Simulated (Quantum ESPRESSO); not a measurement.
# CrO2: which magnetic order is lowest, part 2 of 2

Wanted: the moments of CrO2 and the energy of each order that was tried.

Quantum ESPRESSO 7.5; LDA with U = 3.5 eV on Cr d (ortho-atomic projectors); plane waves with GBRV 1.5 LDA potentials, no spin-orbit coupling.

So far, absolute magnetization (μB): step 2 (run 1, typed as ferro ++) 5.72.

### 3. Run 2, typed as antiferro +−

pw.in reads:

```
&CONTROL
  calculation = 'scf'
  prefix = 'pwscf'
  outdir = './tmp'
  pseudo_dir = './pseudo'
  disk_io = 'nowf'
/
&SYSTEM
  ibrav = 0
  celldm(1) = 8
  nat = 6
  ntyp = 3
  ecutwfc = 40
  ecutrho = 280
  nbnd = 36
  occupations = 'smearing'
  smearing = 'fd'
  degauss = 0.00367493
  nspin = 2
  starting_magnetization(1) = 0.2143
  starting_magnetization(2) = -0.2143
  starting_magnetization(3) = 0
/
&ELECTRONS
  conv_thr = 1.2d-08
  electron_maxstep = 150
  mixing_beta = 0.3
/
ATOMIC_SPECIES
Cr1    51.9961 cr_lda_v1.5.uspp.F.UPF
Cr2    51.9961 cr_lda_v1.5.uspp.F.UPF
O      15.9990 o_lda_v1.2.uspp.F.UPF
CELL_PARAMETERS alat
   1.0443098996213    0.0000000000000    0.0000000000000
   0.0000000000000    1.0443098996213    0.0000000000000
   0.0000000000000    0.0000000000000    0.6890413881917
ATOMIC_POSITIONS crystal
Cr1     0.0000000000    0.0000000000    0.0000000000
Cr2     0.5000000000    0.5000000000    0.5000000000
O       0.3010000000    0.3010000000    0.0000000000
O       0.1990000000    0.8010000000    0.5000000000
O       0.6990000000    0.6990000000    0.0000000000
O       0.8010000000    0.1990000000    0.5000000000
K_POINTS automatic
6 6 6 0 0 0
HUBBARD {ortho-atomic}
U Cr1-3d 3.5000
U Cr2-3d 3.5000
```

Started as:

```sh
$ OMP_NUM_THREADS=1 mpirun -n 4 pw.x -nk 4 -in pw.in > pw.out
```

The log of the run:

```text
[banner, memory and clock lines left out]
Program PWSCF v.7.5 starts

     Message from routine setup:
     using ibrav=0 with symmetry is DISCOURAGED, use correct ibrav instead

     bravais-lattice index     =            0
     lattice parameter (alat)  =       8.0000  a.u.
     unit-cell volume          =     384.7460 (a.u.)^3
     number of atoms/cell      =            6
     number of atomic types    =            3
     number of electrons       =        52.00
     number of Kohn-Sham states=           36
     kinetic-energy cutoff     =      40.0000  Ry
     charge density cutoff     =     280.0000  Ry
     scf convergence threshold =      1.2E-08
     mixing beta               =       0.3000
     number of iterations used =            8  plain     mixing
     Exchange-correlation= SLA  PZ   NOGX NOGC
                           (   1   1   0   0   0   0   0)
     Hubbard projectors: ortho-atomic
     Hubbard parameters of DFT+U (Dudarev formulation) in eV:
     U(Cr1-3d) =  3.5000
     U(Cr2-3d) =  3.5000

     Internal variables: lda_plus_u =T, lda_plus_u_kind = 0

     Internal variables: orbital_resolved =F, hub_pot_fix =F, apply_U = F

     celldm(1)=   8.000000  celldm(2)=   0.000000  celldm(3)=   0.000000
     celldm(4)=   0.000000  celldm(5)=   0.000000  celldm(6)=   0.000000

     crystal axes: (cart. coord. in units of alat)
               a(1) = (   1.044310   0.000000   0.000000 )
               a(2) = (   0.000000   1.044310   0.000000 )
               a(3) = (   0.000000   0.000000   0.689041 )

     reciprocal axes: (cart. coord. in units 2 pi/alat)
               b(1) = (  0.957570  0.000000  0.000000 )
               b(2) = (  0.000000  0.957570  0.000000 )
               b(3) = (  0.000000  0.000000  1.451292 )

     PseudoPot. # 1 for Cr read from file:
     cr_lda_v1.5.uspp.F.UPF
     Pseudo is Ultrasoft + core correction, Zval = 14.0

     PseudoPot. # 2 for Cr read from file:
     cr_lda_v1.5.uspp.F.UPF
     Pseudo is Ultrasoft + core correction, Zval = 14.0

     PseudoPot. # 3 for O  read from file:
     o_lda_v1.2.uspp.F.UPF
     Pseudo is Ultrasoft + core correction, Zval =  6.0

     atomic species   valence    mass     pseudopotential
     Cr1              14.00    51.99610     Cr( 1.00)
     Cr2              14.00    51.99610     Cr( 1.00)
     O                 6.00    15.99900     O ( 1.00)

     Starting magnetic structure
     atomic species   magnetization
     Cr1             0.214
     Cr2            -0.214
     O               0.000

      8 Sym. Ops., with inversion, found

   Cartesian axes

     site n.     atom                  positions (alat units)
         1        Cr1    tau(   1) = (   0.0000000   0.0000000   0.0000000  )
         2        Cr2    tau(   2) = (   0.5221549   0.5221549   0.3445207  )
         3        O      tau(   3) = (   0.3143373   0.3143373   0.0000000  )
         4        O      tau(   4) = (   0.2078177   0.8364922   0.3445207  )
         5        O      tau(   5) = (   0.7299726   0.7299726   0.0000000  )
         6        O      tau(   6) = (   0.8364922   0.2078177   0.3445207  )

     number of k points=    52  Fermi-Dirac smearing, width (Ry)=  0.0037
                       cart. coord. in units 2pi/alat
        k(    1) = (   0.0000000   0.0000000   0.0000000), wk =   0.0046296
        k(    2) = (   0.0000000   0.0000000   0.2418819), wk =   0.0092593
        k(    3) = (   0.0000000   0.0000000   0.4837639), wk =   0.0092593
        k(    4) = (   0.0000000   0.0000000  -0.7256458), wk =   0.0046296
        k(    5) = (   0.0000000   0.1595950   0.0000000), wk =   0.0185185
        [... 47 further k-points ...]

     Dense  grid:    30497 G-vectors     FFT dimensions: (  45,  45,  30)

     Smooth grid:    13155 G-vectors     FFT dimensions: (  36,  36,  24)

     Check: negative core charge=   -0.000008
     Generating pointlists ...
     new r_m :   0.1834 (alat units)  1.4670 (a.u.) for type    1
     new r_m :   0.1834 (alat units)  1.4670 (a.u.) for type    2
     new r_m :   0.1834 (alat units)  1.4670 (a.u.) for type    3

     Initial potential from superposition of free atoms

     starting charge      50.0000, renormalised to      52.0000

     negative rho (up, down):  9.347E-04 6.011E-04

     STARTING HUBBARD OCCUPATIONS:

     =================== HUBBARD OCCUPATIONS ===================
     ------------------------ ATOM    1 ------------------------
     Tr[ns(  1)] (up, down, total) =   3.40000  0.00000  3.40000
     Atomic magnetic moment for atom   1 =   3.40000
     [... lines left out ...]
     ------------------------ ATOM    2 ------------------------
     Tr[ns(  2)] (up, down, total) =   0.00000  3.40000  3.40000
     Atomic magnetic moment for atom   2 =  -3.40000
     [... lines left out ...]
     Number of occupied Hubbard levels =    6.8000

     Atomic wfc used for Hubbard projectors are orthogonalized

     Starting wfcs are   36 randomized atomic wfcs

     Self-consistent Calculation

     iteration #  1     ecut=    40.00 Ry     beta= 0.30
     Davidson diagonalization with overlap
     ethr =  1.00E-02,  avg # of iterations =  5.2

     =================== HUBBARD OCCUPATIONS ===================
     ------------------------ ATOM    1 ------------------------
     Tr[ns(  1)] (up, down, total) =   2.49645  0.43150  2.92795
     Atomic magnetic moment for atom   1 =   2.06495
     [... lines left out ...]
     ------------------------ ATOM    2 ------------------------
     Tr[ns(  2)] (up, down, total) =   0.43149  2.49649  2.92798
     Atomic magnetic moment for atom   2 =  -2.06500
     [... lines left out ...]
     Number of occupied Hubbard levels =    5.8559

     negative rho (up, down):  1.110E-03 1.108E-03

     total energy              =    -479.12243245 Ry
     estimated scf accuracy    <       3.50473424 Ry

     total magnetization       =    -0.00 Bohr mag/cell
     absolute magnetization    =     4.31 Bohr mag/cell

     iteration #  2     ecut=    40.00 Ry     beta= 0.30
     Davidson diagonalization with overlap
     ethr =  6.74E-03,  avg # of iterations =  2.0

     negative rho (up, down):  1.224E-03 1.255E-03

     total energy              =    -479.72163293 Ry
     estimated scf accuracy    <       1.14684313 Ry

     total magnetization       =     0.00 Bohr mag/cell
     absolute magnetization    =     5.27 Bohr mag/cell

     [... further iterations left out ...]

     iteration # 17     ecut=    40.00 Ry     beta= 0.30
     Davidson diagonalization with overlap
     ethr =  4.87E-11,  avg # of iterations =  2.0

     negative rho (up, down):  3.131E-03 1.980E-03

     total energy              =    -479.94183647 Ry
     estimated scf accuracy    <       0.00000002 Ry

     total magnetization       =     0.00 Bohr mag/cell
     absolute magnetization    =     4.41 Bohr mag/cell

     iteration # 18     ecut=    40.00 Ry     beta= 0.30
     Davidson diagonalization with overlap
     ethr =  4.70E-11,  avg # of iterations =  2.0

     negative rho (up, down):  3.131E-03 1.980E-03

     Magnetic moment per site  (integrated on atomic sphere of radius R)
     atom   1 (R=0.183)  charge= 10.5049  magn=  1.7232
     atom   2 (R=0.183)  charge= 10.5070  magn= -1.7233
     atom   3 (R=0.183)  charge=  5.2078  magn= -0.0056
     atom   4 (R=0.183)  charge=  5.2065  magn=  0.0056
     atom   5 (R=0.183)  charge=  5.2078  magn= -0.0056
     atom   6 (R=0.183)  charge=  5.2065  magn=  0.0056

     End of self-consistent calculation

     =================== HUBBARD OCCUPATIONS ===================
     ------------------------ ATOM    1 ------------------------
     Tr[ns(  1)] (up, down, total) =   3.08282  0.95868  4.04150
     Atomic magnetic moment for atom   1 =   2.12414
     [... lines left out ...]
     ------------------------ ATOM    2 ------------------------
     Tr[ns(  2)] (up, down, total) =   0.95880  3.08259  4.04139
     Atomic magnetic moment for atom   2 =  -2.12379
     [... lines left out ...]
     Number of occupied Hubbard levels =    8.0829

     Number of k-points >= 100: set verbosity='high' to print the bands.

     the Fermi energy is    10.0667 ev

!    total energy              =    -479.94183649 Ry
     estimated scf accuracy    <          4.5E-09 Ry
     smearing contrib. (-TS)   =      -0.00067284 Ry
     internal energy E=F+TS    =    -479.94116365 Ry

     The total energy is F=E-TS. E is the sum of the following terms:
     one-electron contribution =    -202.78649005 Ry
     hartree contribution      =     126.94168308 Ry
     xc contribution           =     -72.84369295 Ry
     ewald contribution        =    -331.63635336 Ry
     Hubbard energy            =       0.38368965 Ry

     total magnetization       =     0.00 Bohr mag/cell
     absolute magnetization    =     4.41 Bohr mag/cell

     convergence has been achieved in  18 iterations
```

Wall time 35 s (4 MPI ranks of Intel Xeon Platinum 8488C (Sapphire Rapids), shared host); peak memory 0.51 GiB; 2.3 min of CPU time.

Spin moment in the atom's sphere by atom:

```
atom  spin moment in the atom's sphere (μB)
 Cr1                                   1.72
 Cr2                                  -1.72
  O3                                  -0.01
  O4                                   0.01
  O5                                  -0.01
  O6                                   0.01
```

Numbers from this step:

```yaml
smearing_term_ts: 0.009155 eV
magnetization: 0 μB
absolute_magnetization: 4.405 μB
final_state: antiferromagnetic
```

### 4. Energies of the orders

An order is kept where moments of 0.15 μB or more survive with the typed signs; meshes match where a doubled cell samples the same k points as the first cell.

Orders:

```
       start        final state  typed order kept  energy over the lowest (meV a seeded atom)  largest site moment (μB)  net moment (μB a cell of the first run)  mesh matched  CPU time (s)
    ferro ++      ferromagnetic               yes                                           0                     1.956                                        4           yes         87.36
antiferro +-  antiferromagnetic               yes                                         235                     1.723                                        0           yes         139.4
```

### 5. Fillings of the first corrected shells

| start | type | spin | occupation numbers |
| --- | --- | --- | --- |
| ferro ++ | Cr | up | 0.383 0.411 0.606 0.879 0.983 |
| ferro ++ | Cr | down | 0.071 0.100 0.117 0.258 0.263 |
| ferro ++ | Cr | up | 0.383 0.411 0.606 0.879 0.983 |
| ferro ++ | Cr | down | 0.071 0.100 0.117 0.258 0.263 |
| antiferro +- | Cr1 | up | 0.367 0.383 0.385 0.960 0.988 |
| antiferro +- | Cr1 | down | 0.077 0.112 0.186 0.285 0.298 |
| antiferro +- | Cr2 | up | 0.077 0.112 0.186 0.285 0.298 |
| antiferro +- | Cr2 | down | 0.367 0.383 0.385 0.960 0.988 |

### 6. What came out

- moments, largest by run: 1.96, 1.72 μB
- spread of the energies of the runs with moments: 235 meV a seeded atom

**Reading.** Under a U these runs seem to end in unlike orbital states: the fillings of their corrected shells differ, or their energies lie too far apart for exchange alone. The differences are then no exchange energies, and the ranking says little of the magnetic order. Seeding all runs from one set of occupation matrices is the usual remedy.

[Logs and program files are shortened in this print: banners, set-up blocks, solver, clock and traceback lines can be left out without a mark of their own.]

[Logs are printed without paths, hosts, clocks, repeated set-up lines and the standing remarks that a program may print on its own settings, such as how far it seeks lower states.]

[Hosts, paths, dates, database ids (printed as entryN), source tags and the programs' standing remarks are cut or masked in the printed files.]

[Where a cell is said to come from a database of computed structures, the database is the Materials Project.]
